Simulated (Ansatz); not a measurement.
# Nb-Al-Nb stack of (111) layers: lattice stability ahead of a resistivity run

Question: is the lattice of Nb-Al-Nb stack of (111) layers stable, and if so, what are its coupling constant and resistivity?

Calculated with Ansatz 0.2.0; DFT LDA, scalar-relativistic, plane waves, PAW; PAW set soft_1.

## Step 1: The starting structure

The cell holds 3 atoms: 2 Nb and 1 Al. Its edges and angles: a = 2.864 Å, b = 2.864 Å, c = 15.677 Å, α = 90.0°, β = 90.0°, γ = 120.0°. Vacuum lies along c.

## Step 2: Relaxing cell and atoms

Lattice constant and positions set the bands and the force constants, so the cell is relaxed first.

Input file input.yaml:

```yaml
crystal:
  lattice:
    - [2.86378, 0.0, 0.0]
    - [-1.43189, 2.48011, 0.0]
    - [0.0, 0.0, 15.67654]
  atoms:
    - { symbol: Nb, position: [0.0, 0.0, 0.35084279] }
    - { symbol: Al, position: [0.33333333, 0.66666667, 0.5] }
    - { symbol: Nb, position: [0.66666667, 0.33333333, 0.64915721] }
  periodic: [true, true, false]
kpoints:
  mp_grid: { grid: [12, 12, 1] }
hamiltonian:
  xc: lda
  pseudopotentials: { kind: paw, azcp: { folder: soft_1 }, xc_functional: pbe }
scf:
  occupations: { method: gaussian, width: 0.1 }
output:
  forces: true
  stress: true
  eigenvalues: true
relax:
  adjacent_minimum: "off"
  f_tol: 0.005
  max_steps: 80
  cell: { stress_2d_tol: 0.02 }
```

The run is started by

```console
> ansatz run input.yaml --threads 4 --pin off --max-ram 12288MiB --backend cpu --events-out ev --progress --plain --runs-dir out
```

Numbers of over 12 decimals in the logs are rounded to 6 here.

Output:

```text
Warning: crystal.periodic: the lattice vector that does not repeat stood 0.000° off the slab's normal, 15.677 Å along it as the deck builds it. The run solves the slab on a vector along the normal, 33.153 Å long, with every atom where it was (on the deck's vector they left 11.00 Å outside them, and the widest stretch free of ions among them is 2.34 Å). A fractional position that the run reports is one of the run's ce [...]
crystal.periodic: the lattice vector that does not repeat stood 0.000° off the slab's normal, 15.677 Å along it as the deck builds it. The run solves the slab on a vector along the normal, 33.153 Å long, with every atom where it was (on the deck's vector they left 11.00 Å outside them, and the widest stretch free of ions among them is 2.34 Å). A fractional position that the run reports is one of the run's cell, which [...]
Engine: ansatz 0.2.0, aarch64-unknown-linux-gnu
Pseudopotentials: kind: paw
Pseudopotential: Nb, paw, valence charge 13, recommended cutoff 420 eV (normal), soft_1/Nb.paw.azcp
Pseudopotential: Al, paw, valence charge 3, recommended cutoff 420 eV (normal), soft_1/Al.paw.azcp
Functional definition: SPW92
  exchange = slater_x
  correlation = pw_c
Crystal: 3 atoms, lattice volume = 235.469 Å³
Basis set: ecut = 420 eV, 4623 PW (Γ)
Bands: 19, of which v1, the nominal top of the filled ones, is band 15 counted from 1 (14 counted from 0)
Symmetry: 12 space group operations
Space group: P-3m1 (ITA 164), of the structure as read, at distance tolerance 6.2e-5 Å
k-points: 19 of 144
Non-local potential: Nb, projectors of the file, l = 0: 3, l = 1: 2, l = 2: 2, l = 3: 1
Non-local potential: Al, projectors of the file, l = 0: 2, l = 1: 2, l = 2: 1
PAW form: soft (Blöchl's): semilocal exchange-correlation on the pseudo side does not see the compensation charge
PAW frozen core: Nb, regenerated for the run's functional, and the local potential with it (the file was generated under x = pbe(κ = 0.804, μ = 0.219515), c = pbe(β = 0.066725))
PAW frozen core: Al, regenerated for the run's functional, and the local potential with it (the file was generated under x = pbe(κ = 0.804, μ = 0.219515), c = pbe(β = 0.066725))
PAW one-centre angular grid: Nb, 590 points (default); XC on 64 Gauss nodes
PAW one-centre angular grid: Al, 110 points (default); XC on 64 Gauss nodes
Initial density: superposition of atomic densities (neutral atoms: chi_scale 0, normalization atom)
Initial wavefunctions: pseudopotential atomic-orbital guess
Functional: x = slater, c = lda
SCF iter   1: F=—  HF=-9397.626731 eV  |F-HF|=—  |Δ(HF+E_count)|=         —  Δρ=3.67e-2  dr2=1.40e1  ethr=3.10e-3  ⟨swp⟩=13.7  Hψ=3238  notcnv=0
preconditioner: auto → LDOS  [metal: Δε(μ)=0.016 eV  Ē_g=4.407 eV  σ=0.100 eV  W_gap=0.09  n_scr=20 (ndim 8)  ℏωp=8.7 eV  f_vac=0.698  D(μ)=4.90/eV (n_scr^D=20)  β→1.0]
SCF iter   2: F=—  HF=-9395.727693 eV  |F-HF|=—  |Δ(HF+E_count)|=    1.90e0  Δρ=1.78e-2  dr2=1.49e0  ethr=3.10e-3  ⟨swp⟩=4.2  Hψ=1110  notcnv=0  defer=6
SCF iter   3: F=—  HF=-9395.627616 eV  |F-HF|=—  |Δ(HF+E_count)|=   1.00e-1  Δρ=6.91e-3  dr2=7.13e-1  ethr=3.10e-3  ⟨swp⟩=4.6  Hψ=1068  notcnv=0  defer=8
SCF iter   4: F=—  HF=-9395.583243 eV  |F-HF|=—  |Δ(HF+E_count)|=   4.44e-2  Δρ=3.20e-3  dr2=8.46e-2  ethr=2.46e-3  ⟨swp⟩=2.2  Hψ=502  notcnv=0  defer=8
SCF iter   5: F=—  HF=-9395.572941 eV  |F-HF|=—  |Δ(HF+E_count)|=   1.03e-2  Δρ=8.08e-4  dr2=1.76e-3  ethr=2.92e-4  ⟨swp⟩=3.6  Hψ=812  notcnv=0  defer=8
SCF iter   6: F=—  HF=-9395.572864 eV  |F-HF|=—  |Δ(HF+E_count)|=   7.74e-5  Δρ=3.14e-4  dr2=3.48e-4  ethr=6.08e-6  ⟨swp⟩=3.5  Hψ=840  notcnv=0  defer=8
SCF iter   7: F=—  HF=-9395.572828 eV  |F-HF|=—  |Δ(HF+E_count)|=   3.56e-5  Δρ=9.12e-5  dr2=6.67e-5  ethr=1.20e-6  ⟨swp⟩=3.8  Hψ=734  notcnv=0  defer=8
SCF iter   8: F=—  HF=-9395.572810 eV  |F-HF|=—  |Δ(HF+E_count)|=   1.83e-5  Δρ=2.91e-5  dr2=1.55e-6  ethr=2.30e-7  ⟨swp⟩=3.6  Hψ=783  notcnv=0  defer=8
SCF iter   9: F=—  HF=-9395.572811 eV  |F-HF|=—  |Δ(HF+E_count)|=   1.88e-6  Δρ=8.77e-6  dr2=7.25e-7  ethr=5.35e-9  ⟨swp⟩=3.7  Hψ=754  notcnv=0  defer=8
iter 10 did not close the SCF: its close was put off until two iterations running show no level that it waits for move by more than its bar (scf_convergence_deferred on its scf_iter line)
SCF iter  10: F=-9395.572812 eV  HF=-9395.572812 eV  |F-HF|=1.25e-9  |Δ(HF+E_count)|=   1.58e-7  Δρ=1.52e-6  dr2=1.47e-8  ethr=3.45e-10  ⟨swp⟩=14.5  Hψ=2707  notcnv=0
iter 11 did not close the SCF: its close was put off until two iterations running show no level that it waits for move by more than its bar (scf_convergence_deferred on its scf_iter line)
SCF iter  11: F=-9395.572812 eV  HF=-9395.572812 eV  |F-HF|=8.35e-10  |Δ(HF+E_count)|=   6.22e-9  Δρ=5.61e-7  dr2=2.40e-9  ethr=5.07e-11  ⟨swp⟩=3.6  Hψ=1297  notcnv=0
SCF iter  12: F=-9395.572812 eV  HF=-9395.572812 eV  |F-HF|=1.02e-10  |Δ(HF+E_count)|=  5.24e-10  Δρ=1.81e-7  dr2=2.17e-10  ethr=8.27e-12  ⟨swp⟩=3.2  Hψ=1318  notcnv=0
SCF 1 converged in 12 iterations: F = -9395.572812 eV  dr2 = 2.17e-10
  greatest PAW one-centre occupation: 0.997 electrons in one spin orbital (limit 2), on the Nb atom at site 2 (counted from 0), in its partial waves of l = 0
relax step   1: F+E_penalty+E_count = -9395.57281165 eV  Δ(F+E_penalty+E_count) = +0.000e0 eV  max|allowed force component| = 6.663e-2 eV/Å  Δτ_max = 0.0000 Å  P = -10.366 N/m  Ω = 235.469 Å³  fix = [c, alpha, beta]  reactions: c -0.000 N/m  (12 SCF iters, dr2 threshold 1.00e-7 eV, accepted)
Crystal: 3 atoms, lattice volume = 212.578 Å³
Basis set: ecut = 420 eV, 4197 PW (Γ)
Initial density: handed on by an earlier stage of this run
Initial wavefunctions: those handed on with the density
iter 1 solved again at ethr=1.72e-4 eV; its pass at ethr=3.10e-3 eV (dr2=5.00e-2 eV) is discarded
SCF iter   1: F=—  HF=-9395.780996 eV  |F-HF|=—  |Δ(HF+E_count)|=         —  Δρ=2.35e-3  dr2=4.99e-2  ethr=1.72e-4  ⟨swp⟩=2.5  Hψ=4028  notcnv=0
preconditioner: auto → LDOS  [metal: Δε(μ)=0.067 eV  Ē_g=4.311 eV  σ=0.100 eV  W_gap=0.35  n_scr=20 (ndim 8)  ℏωp=9.2 eV  f_vac=0.703  D(μ)=3.65/eV (n_scr^D=18)  β→1.0]
SCF iter   2: F=—  HF=-9395.777409 eV  |F-HF|=—  |Δ(HF+E_count)|=   3.59e-3  Δρ=1.32e-3  dr2=1.80e-2  ethr=1.72e-4  ⟨swp⟩=3.5  Hψ=685  notcnv=0
SCF iter   3: F=—  HF=-9395.775867 eV  |F-HF|=—  |Δ(HF+E_count)|=   1.54e-3  Δρ=2.91e-4  dr2=1.15e-3  ethr=6.21e-5  ⟨swp⟩=3.1  Hψ=630  notcnv=0
SCF iter   4: F=—  HF=-9395.775779 eV  |F-HF|=—  |Δ(HF+E_count)|=   8.86e-5  Δρ=7.89e-5  dr2=2.98e-5  ethr=3.95e-6  ⟨swp⟩=3.6  Hψ=691  notcnv=0
[...]
Crystal: 3 atoms, lattice volume = 214.910 Å³
Basis set: ecut = 420 eV, 4209 PW (Γ)
iter 1 solved again at ethr=5.06e-4 eV; its pass at ethr=3.10e-3 eV (dr2=1.47e-1 eV) is discarded
SCF iter   1: F=—  HF=-9395.798019 eV  |F-HF|=—  |Δ(HF+E_count)|=         —  Δρ=3.18e-3  dr2=1.42e-1  ethr=5.06e-4  ⟨swp⟩=2.1  Hψ=3371  notcnv=0
preconditioner: auto → LDOS  [metal: Δε(μ)=0.050 eV  Ē_g=4.187 eV  σ=0.100 eV  W_gap=0.28  n_scr=20 (ndim 8)  ℏωp=9.1 eV  f_vac=0.702  D(μ)=4.18/eV (n_scr^D=18)  β→1.0]
SCF iter   2: F=—  HF=-9395.785848 eV  |F-HF|=—  |Δ(HF+E_count)|=   1.22e-2  Δρ=1.36e-3  dr2=4.45e-3  ethr=4.89e-4  ⟨swp⟩=2.1  Hψ=439  notcnv=0
SCF iter   3: F=—  HF=-9395.786608 eV  |F-HF|=—  |Δ(HF+E_count)|=   7.60e-4  Δρ=3.40e-4  dr2=5.89e-4  ethr=1.54e-5  ⟨swp⟩=3.1  Hψ=674  notcnv=0
SCF iter   4: F=—  HF=-9395.786685 eV  |F-HF|=—  |Δ(HF+E_count)|=   7.70e-5  Δρ=9.00e-5  dr2=2.56e-5  ethr=2.03e-6  ⟨swp⟩=3.5  Hψ=749  notcnv=0
SCF iter   5: F=—  HF=-9395.786663 eV  |F-HF|=—  |Δ(HF+E_count)|=   2.13e-5  Δρ=3.40e-5  dr2=8.95e-6  ethr=8.84e-8  ⟨swp⟩=4.1  Hψ=928  notcnv=0
SCF iter   6: F=—  HF=-9395.786663 eV  |F-HF|=—  |Δ(HF+E_count)|=   6.77e-7  Δρ=1.10e-5  dr2=6.09e-7  ethr=3.09e-8  ⟨swp⟩=2.7  Hψ=619  notcnv=0
iter 7 did not close the SCF: its close was put off until two iterations running show no level that it waits for move by more than its bar (scf_convergence_deferred on its scf_iter line)
SCF iter   7: F=-9395.786662 eV  HF=-9395.786663 eV  |F-HF|=2.26e-7  |Δ(HF+E_count)|=   1.11e-7  Δρ=4.20e-6  dr2=2.50e-7  ethr=1.03e-9  ⟨swp⟩=13.8  Hψ=2477  notcnv=0
iter 8 did not close the SCF: its close was put off until two iterations running show no level that it waits for move by more than its bar (scf_convergence_deferred on its scf_iter line)
SCF iter   8: F=-9395.786663 eV  HF=-9395.786663 eV  |F-HF|=6.26e-9  |Δ(HF+E_count)|=   1.66e-8  Δρ=9.76e-7  dr2=7.41e-9  ethr=8.63e-10  ⟨swp⟩=5.1  Hψ=1467  notcnv=0
SCF iter   9: F=-9395.786663 eV  HF=-9395.786663 eV  |F-HF|=8.19e-11  |Δ(HF+E_count)|=  4.75e-10  Δρ=1.62e-7  dr2=8.04e-11  ethr=2.55e-11  ⟨swp⟩=3.6  Hψ=1449  notcnv=0
SCF 3 converged in 9 iterations: F = -9395.786663 eV  dr2 = 8.04e-11
relax step   3: F+E_penalty+E_count = -9395.78666266 eV  Δ(F+E_penalty+E_count) = -1.090e-2 eV  max|allowed force component| = 1.056e-1 eV/Å  Δτ_max = 0.0514 Å  P = -0.253 N/m  Ω = 214.910 Å³  energy of the carried Pulay correction = +3.406e-4 eV  fix = [c, alpha, beta]  reactions: c -0.000 N/m  (9 SCF iters, dr2 threshold 3.00e-7 eV, accepted)
[...]
relax step   4: F+E_penalty+E_count = -9395.78860238 eV  Δ(F+E_penalty+E_count) = -1.940e-3 eV  max|allowed force component| = 3.227e-3 eV/Å  Δτ_max = 0.0183 Å  P = -0.098 N/m  Ω = 215.092 Å³  energy of the carried Pulay correction = +3.375e-4 eV  fix = [c, alpha, beta]  reactions: c -0.000 N/m  (6 SCF iters, dr2 threshold 3.00e-7 eV, accepted)
[...]
relax step   5: F+E_penalty+E_count = -9395.78861818 eV  Δ(F+E_penalty+E_count) = -1.581e-5 eV  max|allowed force component| = 1.242e-4 eV/Å  Δτ_max = 0.0002 Å  P = -0.000 N/m  Ω = 214.955 Å³  energy of the carried Pulay correction = +3.399e-4 eV  fix = [c, alpha, beta]  reactions: c -0.000 N/m  (4 SCF iters, dr2 threshold 1.12e-8 eV, accepted)
Initial wavefunctions: pseudopotential atomic-orbital guess (no wavefunctions were taken with the density)
iter 1 solved again at ethr=9.18e-8 eV; its pass at ethr=3.10e-3 eV (dr2=2.66e-5 eV) is discarded
SCF iter   1: F=—  HF=-9395.788475 eV  |F-HF|=—  |Δ(HF+E_count)|=         —  Δρ=1.54e-5  dr2=3.88e-8  ethr=9.18e-8  ⟨swp⟩=7.7  Hψ=5267  notcnv=0
preconditioner: auto → LDOS  [metal: Δε(μ)=0.059 eV  Ē_g=4.224 eV  σ=0.100 eV  W_gap=0.32  n_scr=20 (ndim 8)  ℏωp=9.1 eV  f_vac=0.702  D(μ)=4.05/eV (n_scr^D=18)  β→1.0]
SCF iter   2: F=—  HF=-9395.788458 eV  |F-HF|=—  |Δ(HF+E_count)|=   1.71e-5  Δρ=1.00e-6  dr2=7.64e-9  ethr=1.34e-10  ⟨swp⟩=4.6  Hψ=1079  notcnv=0
SCF iter   3: F=—  HF=-9395.788458 eV  |F-HF|=—  |Δ(HF+E_count)|=  2.36e-11  Δρ=4.23e-7  dr2=1.14e-9  ethr=2.64e-11  ⟨swp⟩=3.8  Hψ=753  notcnv=0
SCF iter   4: F=—  HF=-9395.788458 eV  |F-HF|=—  |Δ(HF+E_count)|=  9.09e-11  Δρ=8.96e-8  dr2=4.69e-11  ethr=3.95e-12  ⟨swp⟩=3.6  Hψ=768  notcnv=0
SCF iter   5: F=—  HF=-9395.788458 eV  |F-HF|=—  |Δ(HF+E_count)|=  1.82e-11  Δρ=4.24e-8  dr2=8.29e-12  ethr=1.00e-12  ⟨swp⟩=1.7  Hψ=438  notcnv=0
SCF iter   6: F=-9395.788458 eV  HF=-9395.788458 eV  |F-HF|=2.91e-11  |Δ(HF+E_count)|=  2.91e-11  Δρ=1.32e-8  dr2=5.82e-13  ethr=1.00e-12  ⟨swp⟩=14.1  Hψ=2669  notcnv=0
SCF 6 converged in 6 iterations: F = -9395.788458 eV  dr2 = 5.82e-13
relax step   6: F+E_penalty+E_count = -9395.78845765 eV  Δ(F+E_penalty+E_count) = +1.605e-4 eV  max|allowed force component| = 1.865e-4 eV/Å  Δτ_max = 0.0000 Å  P = -0.008 N/m  Ω = 214.955 Å³  fix = [c, alpha, beta]  reactions: c -0.000 N/m  stress off target by 7.92e-3 N/m on what of the cell is left free  SCF on the basis re-selected at this cell (its energy is not comparable with the rows above)  (6 SCF iters)
basis re-selected at this cell: Δ(F+E_penalty+E_count) = +1.605e-4 eV, ΔP = -0.008 N/m vs the last step (what re-selecting the basis moved, of the pressure what is left beyond the Pulay correction that the steps carried, after the strain that the cell walked since its last selection, with what the two solves' SCF thresholds leave and, on support functions, any second-order correction that the steps lacked; it is no m [...]
SCF converged after 6 iterations
Free energy (F): -9395.788458 eV
Harris-Foulkes:  -9395.788458 eV  (|F-HF|=2.91e-11)
Internal energy: -9395.768221 eV  (E = F + TS)
E sigma→0 (E₀):  -9395.778339 eV
Entropy (-TS):   -0.020236 eV (-6.745 meV/atom)
Fermi energy:    -5.738320 eV
--- Per-component energies (eV) ---
  E_band       = -779.464689
  E_kinetic    = 774.279849
  E_local      = -68074.770661  (includes V_loc(G=0)·N_el)
  E_nonlocal   = 213.714410
  E_hartree    = 33492.662695
  E_xc         = -366.720352
  E_vxc        = -430.054052  (∫ρ·V_xc dr)
  E_paw        = -6394.279751  (= ΣΔE_a)
  E_vpaw       = -247.959588  (= ΣTr[D̂ρ^β])
  E_aug_tail   = 0.000083  (compensation charges beyond the density's cutoff)
  E_ewald      = 30958.438402
  E_core_change = 0.907104  (= ΣΔE_core)
  E_smearing   = -0.020236  (= −TS)
  E_closure    = -0.000000  (closes the sum)
  Σ components = -9395.788458   (vs F -9395.788458, Δ=0.00e0)
--- Forces (eV/Å), atoms counted from 1 ---
  atom   1  Nb     0.00000000     0.00000000    -0.00018651
  atom   2  Al    -0.00000000     0.00000000     0.00000000
  atom   3  Nb     0.00000000    -0.00000000     0.00018651
  max |Σ_I F_I| component: 6.04e-24 eV/Å
--- 2D stress c σ (N/m, compression-positive) ---
       -0.007921       0.000000      -0.000000
        0.000000      -0.007921       0.000000
       -0.000000       0.000000      -0.000000
  P = ½ c Tr σ = -0.0079 N/m
--- Band table (eV; the first three rows and the last of 19) ---
  k-point 0: bands = [... 11 lower, -8.0042, -5.8973, -5.4973, -5.2001, -5.2001, -5.2000, -5.2000, -1.6837]
  k-point 1: bands = [... 11 lower, -7.8515, -5.8589, -5.6091, -5.5006, -5.4863, -4.9211, -4.9189, -2.4062]
  k-point 2: bands = [... 11 lower, -7.5286, -6.0396, -6.0117, -5.8879, -5.8565, -4.1088, -4.1032, -3.2634]
  k-point 18: bands = [... 11 lower, -7.2798, -5.8569, -5.8569, -5.8094, -5.8050, -5.5526, -5.5526, -2.1648]
--- Relaxed structure (5 steps of the walk, 5 accepted, 1 SCFs on fresh bases) ---
  F+E_penalty+E_count = -9395.78845765 eV   max|allowed force component| = 1.865e-4 eV/Å   (the final SCF, on the basis selected at the relaxed cell)
  cell:  # Å, volume = 214.9554 Å³
    - [2.736194, 0, 0]
    - [-1.368097, 2.369614, 0]
    - [0, 0, 33.153076]
  atoms:
    - { symbol: Nb, position: [-1.1231493460412944e-18, 0, 0.164586] }
    - { symbol: Al, position: [0.333333, 0.666667, 0.236427] }
    - { symbol: Nb, position: [0.666667, 0.333333, 0.308267] }
```

It took 13 s on 4 threads of Arm Neoverse V1, shared host; peak memory 0.51 GiB; 47 s of CPU time.

The steps of the relaxation:

```
step  energy less that of the first step (eV)  largest force component (eV/Å)  volume (Å³)
   1                                   0.0000                          0.0666       235.47
   2                                  -0.2029                          0.2448       212.58
   3                                  -0.2139                          0.1056       214.91
   4                                  -0.2158                          0.0032       215.09
   5                                  -0.2158                          0.0001       214.96
  6*                                  -0.2156                          0.0002       214.96
```

Relaxation steps marked * repeat the geometry before them on a plane-wave basis chosen anew for their cell, so energy and pressure can jump there.

The run keeps the 12 symmetry operations that it works with, so distortions that break them were not tested.

```
cell as run  before  after  change
      a (Å)   2.864  2.736  -4.5 %
      b (Å)   2.864  2.736  -4.5 %
```

The atoms that moved most (Å, along periodic axes as changes of fractional coordinates times the final cell, across vacuum about the mean position):

```
atom     dx     dy      dz  length
 Nb3  0.000  0.000   0.043   0.043
 Nb1  0.000  0.000  -0.043   0.043
```

Final coordinates:

```xyz
3
Lattice="2.7362 0.0000 0.0000 -1.3681 2.3696 0.0000 0.0000 0.0000 33.1531" Properties=species:S:1:pos:R:3
Nb    0.0000    0.0000    5.4565
Al    0.0000    1.5797    7.8383
Nb    1.3681    0.7899   10.2200
```

This step gave:

| Item | Value |
| --- | --- |
| metallic on mesh | yes |
| gap on the k-mesh | 0 eV |

The relaxation ends with a largest force component of 1.9e-4 eV/Å.

## Step 3: Tight relaxation

Phonons are second derivatives about the minimum, so the remaining forces must be small: the thresholds are tightened.

input.yaml, the sections that differ from step 2:

```yaml
crystal:
  lattice:
    - [2.7361942553, 0.0, 0.0]
    - [-1.3680971276, 2.3696137347, 0.0]
    - [0.0, 0.0, 33.1530758754]
  atoms:
    - { symbol: Nb, position: [0.0, 0.0, 0.1645863622] }
    - { symbol: Al, position: [0.3333333333, 0.6666666667, 0.2364266299] }
    - { symbol: Nb, position: [0.6666666667, 0.3333333333, 0.3082668976] }
  periodic: [true, true, false]
scf:
  occupations: { method: methfessel_paxton, width: 0.2 }
relax:
  adjacent_minimum: "off"
  f_tol: 0.001
  max_steps: 60
  cell: { stress_2d_tol: 0.002 }
# kpoints, hamiltonian, output: as in step 2
```

Output:

```text
[the first part of the log is left out]
  E_paw        = -6394.282351  (= ΣΔE_a)
  E_vpaw       = -247.964094  (= ΣTr[D̂ρ^β])
  E_aug_tail   = 0.000083  (compensation charges beyond the density's cutoff)
  E_ewald      = 30970.332216
  E_core_change = 0.907104  (= ΣΔE_core)
  E_smearing   = 0.004467  (= −TS)
  E_closure    = -0.000000  (closes the sum)
  Σ components = -9395.774765   (vs F -9395.774765, Δ=0.00e0)
--- Forces (eV/Å), atoms counted from 1 ---
  atom   1  Nb    -0.00000000    -0.00000000    -0.00007131
[...]
0.000000      -0.000701      -0.000000
        0.000000      -0.000000      -0.000000
  P = ½ c Tr σ = -0.0007 N/m
--- Band table (eV; the first three rows and the last of 19) ---
[...]
--- Relaxed structure (3 steps of the walk, 3 accepted, 1 SCFs on fresh bases) ---
[...]
cell:  # Å, volume = 214.8811 Å³
    - [2.735722, -2.886251863569728e-11, 0]
    - [-1.367861, 2.369204, 0]
    - [0, 0, 33.1530758754]
  atoms:
    - { symbol: Nb, position: [0, 0, 0.164589] }
    - { symbol: Al, position: [0.333333, 0.666667, 0.236427] }
    - { symbol: Nb, position: [0.666667, 0.333333, 0.308264] }
```

The job ended after 7.2 s (4 threads; peak memory 0.5 GiB; 26 s of CPU time).

Little changed from the start: no atom moved by 0.005 Å and no cell edge by 0.1 %.

[end of part 1 of 3]

[Logs are printed without paths, hosts, clocks, repeated set-up lines and the standing remarks that a program may print on its own settings, such as how far it seeks lower states.]

[Hosts, paths, dates, database ids (printed as entryN), source tags and the programs' standing remarks are cut or masked in the printed files.]
